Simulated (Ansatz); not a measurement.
# One crystal, many levels of theory: Sr2SiS4 (P2_1/m), part 2 of 2

Wanted: a ladder of band gaps for Sr2SiS4 (P2_1/m), from density functionals to G0W0.

Ansatz 0.2.0; density functionals, hybrids and G0W0, plane waves, PAW. Known limits of the many-body steps: finite bands, screening cutoff and k mesh; no spin-orbit coupling in G0W0; screening cutoff under 40 eV in some runs.

So far. Step 5 (HSE06 on the 2×2×2 mesh): Over mesh and listed points the gap is 3.967 eV, from k = Γ to k = (-0.500, 0.000, 0.000). The least direct gap found is 4.171 eV, at k = (-0.500, 0.000, 0.000). HSE06 against LDA: 3.967 − 2.763 = +1.204 eV. The runs also differ in mesh (4×4×4 and 2×2×2), so how much of this comes from the functional alone is not known. Step 6 (PBE0 on the 2×2×2 mesh): Over mesh and listed points the gap is 4.691 eV, from k = Γ to k = (-0.500, 0.000, 0.000).

In doubt: masses and optical values from hybrid runs of this build are listed as unsure (step 8), which bears on the screening that GW takes from such a start.

## 7. G0W0@r2SCAN, 2×2×2 mesh, 904 empty bands, screening to 110 eV

G0W0 replaces the xc potential by a self-energy built once from the orbitals of the start. Levels are corrected in the window of bands that the input names, at points of the mesh.

This step: G0W0 on r2SCAN, plane waves, PAW.

Contents of input.yaml:

```yaml
crystal:
  lattice:
    - [6.6087392105, 0.0, 0.0]
    - [0.0, 6.65954238, 0.0]
    - [-2.5827482587, 0.0, 7.848229828]
  atoms:
    - { symbol: Sr, position: [0.2836712, 0.75, 0.95180912] }
    - { symbol: Sr, position: [0.7163288, 0.25, 0.04819088] }
    - { symbol: Sr, position: [0.2248299, 0.75, 0.42926377] }
    - { symbol: Sr, position: [0.7751701, 0.25, 0.57073623] }
    - { symbol: Si, position: [0.72130103, 0.75, 0.7968462] }
    - { symbol: Si, position: [0.27869897, 0.25, 0.2031538] }
    - { symbol: S, position: [0.88645343, 0.75, 0.06157594] }
    - { symbol: S, position: [0.11354657, 0.25, 0.93842406] }
    - { symbol: S, position: [0.91690048, 0.75, 0.63566798] }
    - { symbol: S, position: [0.08309952, 0.25, 0.36433202] }
    - { symbol: S, position: [0.51038414, 0.50196672, 0.7372482] }
    - { symbol: S, position: [0.48961586, 0.00196672, 0.2627518] }
    - { symbol: S, position: [0.48961586, 0.49803328, 0.2627518] }
    - { symbol: S, position: [0.51038414, 0.99803328, 0.7372482] }
kpoints:
  mp_grid: { grid: [2, 2, 2] }
hamiltonian:
  xc: r2scan
scf:
  occupations: { method: fixed }
gw:
  n_empty_bands: 904
  ecut_chi: 110.0
  qp_bands: [v4, c4]
  qp_kpoints: band_edges
  screening: { model: contour_deformation }
```

Command:

```bash
$ ansatz run input.yaml --threads 24 --pin off --max-ram 82944MiB --backend cuda --events-out ev --progress --plain --runs-dir out --devices 1 --max-vram 78GiB
```

Numbers of over 12 decimals in the logs are rounded to 6 here.

Output:

```text
GPUs: using 1 of 1 available (devices: 1).
[...]
Crystal: 14 atoms, lattice volume = 345.410 Å³
Basis set: ecut = 500 eV, 8735 PW (Γ), exchange–correlation on 200×200×256 points (64 copies of the dense FFT grid, shifted against one another)
Bands: 62, of which v1, the nominal top of the filled ones, is band 48 counted from 1 (47 counted from 0)
Symmetry: 4 space group operations
[...]
k-points: 8
[...]
1    50      9.5909    -7.8245    -3.9446   -12.4711  0.8097    10.2979    10.2929  root
     1    51      9.6499    -6.3444    -3.8839   -10.7689  0.8170    10.1934    10.1905  root
[...]
7    49      9.9845    -6.7122    -3.9335   -11.2370  0.8129    10.5794    10.5757  root
     7    50      9.9845    -6.7122    -3.9335   -11.2370  0.8129    10.5794    10.5757  root
     7    51     10.0826    -6.2416    -3.9587   -10.7838  0.8140    10.6697    10.6661  root
     7    52     10.0826    -6.2416    -3.9587   -10.7838  0.8140    10.6697    10.6661  root
[key lines of the parts left out:]
SCF converged after 7 iterations
```

Run time: 11 s. Hardware: 1 × NVIDIA GB200 (shared by 2 runs) with 24 threads of Arm Neoverse V2, shared host; peak memory 4.4 GiB.

This step gave:

```yaml
bands_summed: 952
rpa_eps_infinity_on_this_mesh_eigenvalues: 3.964, 4.009, 4.295
plane_waves_in_the_screening_matrix: 911
g0w0_gap_over_the_corrected_points: 4.655 eV
k_of_the_valence_top: 0, 0, 0
k_of_the_conduction_bottom: -0.5, 0, 0
starting_gap_on_the_mesh: 3.399 eV
z_at_the_valence_top: 0.7806
z_at_the_conduction_bottom: 0.8229
least_direct_g0w0_gap_over_the_corrected_points: 4.851 eV
```

Over all 8 irreducible mesh points the G0W0 gap is 4.655 eV, from k = Γ to k = (-0.500, 0.000, 0.000). The r2SCAN gap of this run on the mesh is 3.399 eV. The two states that bound the G0W0 gap lie that far apart at the start, so the correction of the gap is 4.655 − 3.399 = +1.256 eV.

## 8. G0W0@HSE06, 2×2×2 mesh, 420 empty bands, screening to 66 eV

This step: G0W0 on HSE06, plane waves, PAW.

input.yaml: that of step 7 with these lines changed.

```diff
@@ -23,3 +23,3 @@
 hamiltonian:
-  xc: r2scan
+  xc: hse06
 scf:
@@ -27,4 +27,4 @@
 gw:
-  n_empty_bands: 904
-  ecut_chi: 110.0
+  n_empty_bands: 420
+  ecut_chi: 66
   qp_bands: [v4, c4]
```

Output:

```text
GPUs: using 1 of 1 available (devices: 1).
[...]
Crystal: 14 atoms, lattice volume = 345.410 Å³
Basis set: ecut = 420 eV, 6751 PW (Γ)
Bands: 62, of which v1, the nominal top of the filled ones, is band 48 counted from 1 (47 counted from 0)
Symmetry: 4 space group operations
[...]
k-points: 8
[...]
1    49      9.5336    -6.7062    -3.5639   -10.8902  0.8298    10.1569    10.1537  root
     1    50      9.7944    -6.4371    -3.6669   -10.7203  0.8292    10.4140    10.4107  root
     1    51      9.8286    -7.3556    -3.6256   -11.6793  0.8259    10.5309    10.5267  root
[...]
7    49     10.1882    -6.3881    -3.6666   -10.6579  0.8277    10.7947    10.7914  root
     7    50     10.1882    -6.3881    -3.6666   -10.6579  0.8277    10.7947    10.7914  root
     7    51     10.2957    -6.0435    -3.6916   -10.3237  0.8277    10.8876    10.8844  root
     7    52     10.2957    -6.0435    -3.6916   -10.3237  0.8277    10.8876    10.8844  root
```

It took 24 s on 1 × NVIDIA GB200 (shared by 2 runs) with 24 threads; peak memory 2.2 GiB; 77 s of CPU time.

Numbers from this step:

* bands summed: 468
* RPA ε∞ on this mesh (eigenvalues): 3.722, 3.746, 3.990
* plane waves in the screening matrix: 431
* G0W0 gap over the corrected points: 4.705 eV
* k of the valence top: 0, 0, 0
* k of the conduction bottom: -0.5, 0, 0
* starting gap on the mesh: 3.967 eV
* Z at the valence top: 0.7990
* Z at the conduction bottom: 0.8355
* least direct G0W0 gap over the corrected points: 4.915 eV

Over all 8 irreducible mesh points the G0W0 gap is 4.705 eV, from k = Γ to k = (-0.500, 0.000, 0.000). The HSE06 gap of this run on the mesh is 3.967 eV. The two states that bound the G0W0 gap lie that far apart at the start, so the correction of the gap is 4.705 − 3.967 = +0.738 eV. G0W0@HSE06 against G0W0@r2SCAN with 468 bands (a further run, in the table below): 4.705 − 4.533 = +0.172 eV. The runs also differ in plane-wave cutoff (500 eV and 420 eV), so how much of this comes from the start alone is not known.

## 9. G0W0@LDA, 2×2×2 mesh, 420 empty bands, screening to 66 eV

This step: G0W0 on LDA, plane waves, PAW.

input.yaml: that of step 8 with these lines changed.

```diff
@@ -23,3 +23,3 @@
 hamiltonian:
-  xc: hse06
+  xc: lda
 scf:
```

Output:

```text
GPUs: using 1 of 1 available (devices: 1).
[...]
Crystal: 14 atoms, lattice volume = 345.410 Å³
Basis set: ecut = 420 eV, 6751 PW (Γ)
Bands: 62, of which v1, the nominal top of the filled ones, is band 48 counted from 1 (47 counted from 0)
Symmetry: 4 space group operations
[...]
k-points: 8
[...]
1    50      8.9316    -7.8170    -4.0016   -12.9881  0.7949    10.1193    10.1011  root
     1    51      8.9881    -6.5518    -3.9614   -11.5365  0.8012    10.0248    10.0113  root
[...]
7    49      9.3420    -6.8379    -4.0217   -11.9236  0.7971    10.4217    10.4060  root
     7    50      9.3420    -6.8379    -4.0217   -11.9236  0.7971    10.4217    10.4060  root
     7    51      9.4582    -6.3104    -4.0565   -11.3999  0.7978    10.5064    10.4912  root
     7    52      9.4582    -6.3104    -4.0565   -11.3999  0.7978    10.5064    10.4912  root
[key lines of the parts left out:]
SCF converged after 7 iterations
```

Elapsed: 3.4 s, on 1 × NVIDIA GB200 (shared by 2 runs) with 24 threads; peak memory 1.9 GiB.

This step gave:

```
bands summed                                    : 468
RPA ε∞ on this mesh (eigenvalues)               : 4.693, 4.749, 5.246
plane waves in the screening matrix             : 431
G0W0 gap over the corrected points              : 4.183 eV
k of the valence top                            : 0, 0, 0
k of the conduction bottom                      : -0.5, 0, 0
starting gap on the mesh                        : 2.755 eV
Z at the valence top                            : 0.7653
Z at the conduction bottom                      : 0.8073
least direct G0W0 gap over the corrected points : 4.372 eV
```

Over all 8 irreducible mesh points the G0W0 gap is 4.183 eV, from k = Γ to k = (-0.500, 0.000, 0.000). The LDA gap of this run on the mesh is 2.755 eV. The two states that bound the G0W0 gap lie that far apart at the start, so the correction of the gap is 4.183 − 2.755 = +1.428 eV. G0W0@LDA against G0W0@HSE06 with 468 bands: 4.183 − 4.705 = −0.522 eV, with the same mesh, files and cutoffs, and both edges at the same k points.

## 10. Gap and time by level

Each gap is the least one over the points named; times are wall times on shared hosts, not benchmarks. A G0W0 time includes the run's own self-consistent start. Runs with listed points see these and the mesh alone, so an edge that moves elsewhere is missed. Rows marked * are further runs, not shown as steps, whose inputs differ from the G0W0 step on the same start in the columns given; solver thresholds can differ too.

| level | mesh | files, cutoff | bands summed, screening | points | gap (eV) | valence top | conduction bottom | least direct gap (eV) | time |
| --- | --- | --- | --- | --- | --- | --- | --- | --- | --- |
| LDA | 4×4×4 | soft_2 PAW, 420 eV | - | mesh and listed points | 2.763 | Γ | (-0.500, 0.000, 0.000) | 2.950 | 1.6 s |
| r2SCAN | 4×4×4 | soft_2 PAW, 500 eV | - | mesh and path | 3.405 | Γ | (-0.500, 0.000, 0.000) | 3.573 | 3.3 s |
| r2SCAN+SOC | 4×4×4 | soft_2 PAW, 500 eV | - | mesh and listed points | 3.403 | Γ | (-0.500, 0.000, 0.000) | 3.572 | 3.9 s |
| HSE06 | 2×2×2 | soft_2 PAW, 420 eV | - | mesh and listed points | 3.967 | Γ | (-0.500, 0.000, 0.000) | 4.171 | 7.2 s |
| PBE0 | 2×2×2 | soft_2 PAW, 420 eV | - | mesh and listed points | 4.691 | Γ | (-0.500, 0.000, 0.000) | 4.899 | 5.5 s |
| G0W0@r2SCAN* | 2×2×2 | soft_2 PAW, 500 eV | 196, 33 eV | all 8 irreducible mesh points | 4.494 | Γ | (-0.500, 0.000, 0.000) | 4.678 | 4.1 s |
| G0W0@r2SCAN* | 2×2×2 | soft_2 PAW, 500 eV | 468, 66 eV | all 8 irreducible mesh points | 4.533 | Γ | (-0.500, 0.000, 0.000) | 4.727 | 5.5 s |
| G0W0@r2SCAN | 2×2×2 | soft_2 PAW, 500 eV | 952, 110 eV | all 8 irreducible mesh points | 4.655 | Γ | (-0.500, 0.000, 0.000) | 4.851 | 11 s |
| G0W0@HSE06 | 2×2×2 | soft_2 PAW, 420 eV | 468, 66 eV | all 8 irreducible mesh points | 4.705 | Γ | (-0.500, 0.000, 0.000) | 4.915 | 24 s |
| G0W0@LDA | 2×2×2 | soft_2 PAW, 420 eV | 468, 66 eV | all 8 irreducible mesh points | 4.183 | Γ | (-0.500, 0.000, 0.000) | 4.372 | 3.4 s |

## 11. Results

| Property | Result |
| --- | --- |
| LDA, over mesh and listed points | 2.763 eV |
| r2SCAN, over mesh and path | 3.405 eV |
| r2SCAN+SOC, over mesh and listed points | 3.403 eV |
| HSE06, over mesh and listed points | 3.967 eV |
| PBE0, over mesh and listed points | 4.691 eV |
| G0W0@r2SCAN (952 bands, 2×2×2), over all 8 irreducible mesh points | 4.655 eV |
| G0W0@HSE06, over all 8 irreducible mesh points | 4.705 eV |
| G0W0@LDA, over all 8 irreducible mesh points | 4.183 eV |
| known limits | finite bands, screening cutoff and k mesh; no spin-orbit coupling in G0W0; screening cutoff under 40 eV in some runs |

What this shows: The rows run from 2.763 eV (LDA) to 4.705 eV (G0W0@HSE06). They differ in mesh, plane-wave cutoff, bands and screening cutoff of G0W0 and the points over which the gap was sought as well as in level, so only pairs that share these are like for like. r2SCAN+SOC against r2SCAN: 3.403 − 3.405 = −0.002 eV, with the same mesh, set of files (read in its fully relativistic form for the spin-orbit run) and cutoff, and both edges at the same k points. The spin-orbit run sees mesh and listed points alone, so its gap is an upper bound: the coupling can move an edge off these points, and the change over the zone, its sign included where it is small, is not known. PBE0 against HSE06: 4.691 − 3.967 = +0.724 eV, with the same mesh, files and cutoff, and both edges at the same k points. G0W0@LDA against G0W0@HSE06 with 468 bands: 4.183 − 4.705 = −0.522 eV, with the same mesh, files and cutoffs, and both edges at the same k points. G0W0@r2SCAN (952 bands, 2×2×2) moves the gap of its own start on the mesh by 4.655 − 3.399 = +1.256 eV, between the same two levels. Both edges that r2SCAN shows over mesh and path lie at k points where levels were corrected. Levels at other points were not corrected, so a lower G0W0 gap elsewhere in the zone is not ruled out. G0W0@HSE06 moves the gap of its own start on the mesh by 4.705 − 3.967 = +0.738 eV, between the same two levels. Both edges that HSE06 shows over mesh and listed points lie at k points where levels were corrected. Levels at other points were not corrected, so a lower G0W0 gap elsewhere in the zone is not ruled out. G0W0@LDA moves the gap of its own start on the mesh by 4.183 − 2.755 = +1.428 eV, between the same two levels. Both edges that LDA shows over mesh and listed points lie at k points where levels were corrected. Levels at other points were not corrected, so a lower G0W0 gap elsewhere in the zone is not ruled out. What spin-orbit coupling does to the G0W0 levels was not computed, so no sum with the G0W0 gap is formed. For G0W0@r2SCAN: from 196 bands and 33 eV to 952 bands and 110 eV the gap moves by 4.655 − 4.494 = +0.161 eV (rung by rung 4.494, 4.533, 4.655 eV); bands and screening cutoff rise together, so their parts are not told apart. A line in one over the bands through the two highest rungs gives 4.655 + (4.655 − 4.533) × 468 / (952 − 468) = 4.773 eV, and through the pair below 4.533 + (4.533 − 4.494) × 196 / (468 − 196) = 4.561 eV. The two differ by 0.212 eV, not under the 0.030 eV asked, so the law does not hold well over these rungs and the limit is not known. The other G0W0 rows are shown at one basis each (468 bands), so their distance from the limit is not known here. The G0W0 runs are scalar-relativistic. No pair of G0W0 runs that differ in the mesh alone is shown (2×2×2 is a supercell whose nearest images lie 13 Å apart), so the error from the mesh is not known here. G0W0@r2SCAN runs of this series with other atomic data on the same mesh, not shown as steps, give 4.531 eV (hard PAW, 580 eV, 468 bands, screening to 66 eV; the table's row with the same empty bands and screening cutoff has 4.533 eV); where bands and cutoffs differ too, the part of the files is not isolated. A screening cutoff under 40 eV is crude: G0W0@r2SCAN with 196 bands at 33 eV.

[Paths, hosts, dates, memory and timing lines, banners, echoed tables and standing remarks are left out of the program output.]

[Logs are printed without paths, hosts, clocks, repeated set-up lines and the standing remarks that a program may print on its own settings, such as how far it seeks lower states.]

[Runs of the session that timed out or met a known fault of the program may be left out.]

[Cells called generated may have been cut or substituted from an entry of the Crystallography Open Database or the Materials Project.]

[Hosts, paths, dates, database ids (printed as entryN), source tags and the programs' standing remarks are cut or masked in the printed files.]

[Where an RPA ε∞ is given, it is that of the G0W0 mesh and is not shown converged in it. Names of k-points follow the symmetry that the program found, which can be lower than the space group named. Band edges on a path are those of the sampled points; other points can move an edge, and change direct to indirect where valleys lie close.]

[Hybrid gaps are those of their k-mesh and are not shown converged in it.]
